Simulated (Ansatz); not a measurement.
# Gap against volume in random wurtzite alloy of AlN and GaN (72 atoms)

The cell holds 72 atoms: 22 Ga, 36 N and 14 Al. Its edges and angles: a = 9.572 Å, b = 9.572 Å, c = 10.276 Å, α = 90.0°, β = 90.0°, γ = 120.0°. It derives from AlN and GaN (wurtzite), repeated 3×3×2. The starting structure: Wurtzite AlN, 3 x 3 x 2 conventional cells, 22 of 36 Al sites given to Ga at random (x = 0.611), lattice by Vegard's rule (a = 3.159 Å, c = 5.106 Å); not relaxed, displaced by a Gaussian of 0.02 Å.

Calculated with Ansatz 0.2.0: Kohn-Sham DFT, PBE, PAW (set soft_2), plane waves; cutoff 420 eV, Γ point, fixed occupations. The relaxed cell was scaled evenly and the atoms were relaxed at each volume. The gap is that between the highest filled and the lowest empty Kohn-Sham level on the run's k-points.

| volume (Å³/atom) | gap (eV) |
| --- | --- |
| 10.192 | 3.268 |
| 10.645 | ? |
| 10.985 | 2.721 |
| 11.325 | 2.498 |
| 11.665 | 2.286 |
| 12.004 | 2.083 |

Task: Fit a straight line in ln V to the rows given and interpolate to the withheld row.

**Working.**

A volume deformation potential makes the spacing linear in u = ln(V/V0), with V0 = 11.325 Å³ the relaxed volume; v is the spacing.

```
u = ln(V/V0)  v (eV)
   -0.105360  3.2679
  -0.0304593  2.7209
           0  2.4985
   0.0295589  2.2856
   0.0582682  2.0825
```

With n = 5: mean u = -0.00959842, mean v = 2.57108, Σ(u − ū)² = 0.015837, Σ(u − ū)(v − v̄) = -0.11489. Slope b = -0.11489 / 0.015837 = -7.2545; intercept a = v̄ − b ū = 2.5014.

At the withheld volume u = -0.06188, and v = a + b u.

Prediction at 10.645: 2.950 eV. The run gave 2.950 eV, so the fit is low by 7.4e-5 eV (0.0025 % of the value).

The slope, -7.25 eV, says that the spacing narrows on expansion. Among the rows given, the largest miss of the fit is at 12.004, by 0.0038 eV (0.32 % of the range of the table).

Limits: The table spans 16 % in volume, wide for a linear law. Semilocal functionals tend to put gaps under measured ones. Only the Γ point is sampled. The mesh needn't hold the band edges.

[Long decimals in the printed logs are rounded to 6 places.]

[Logs are printed without paths, hosts, clocks, repeated set-up lines and the standing remarks that a program may print on its own settings, such as how far it seeks lower states.]

[Hosts, paths, dates, database ids (printed as entryN), source tags and the programs' standing remarks are cut or masked in the printed files.]
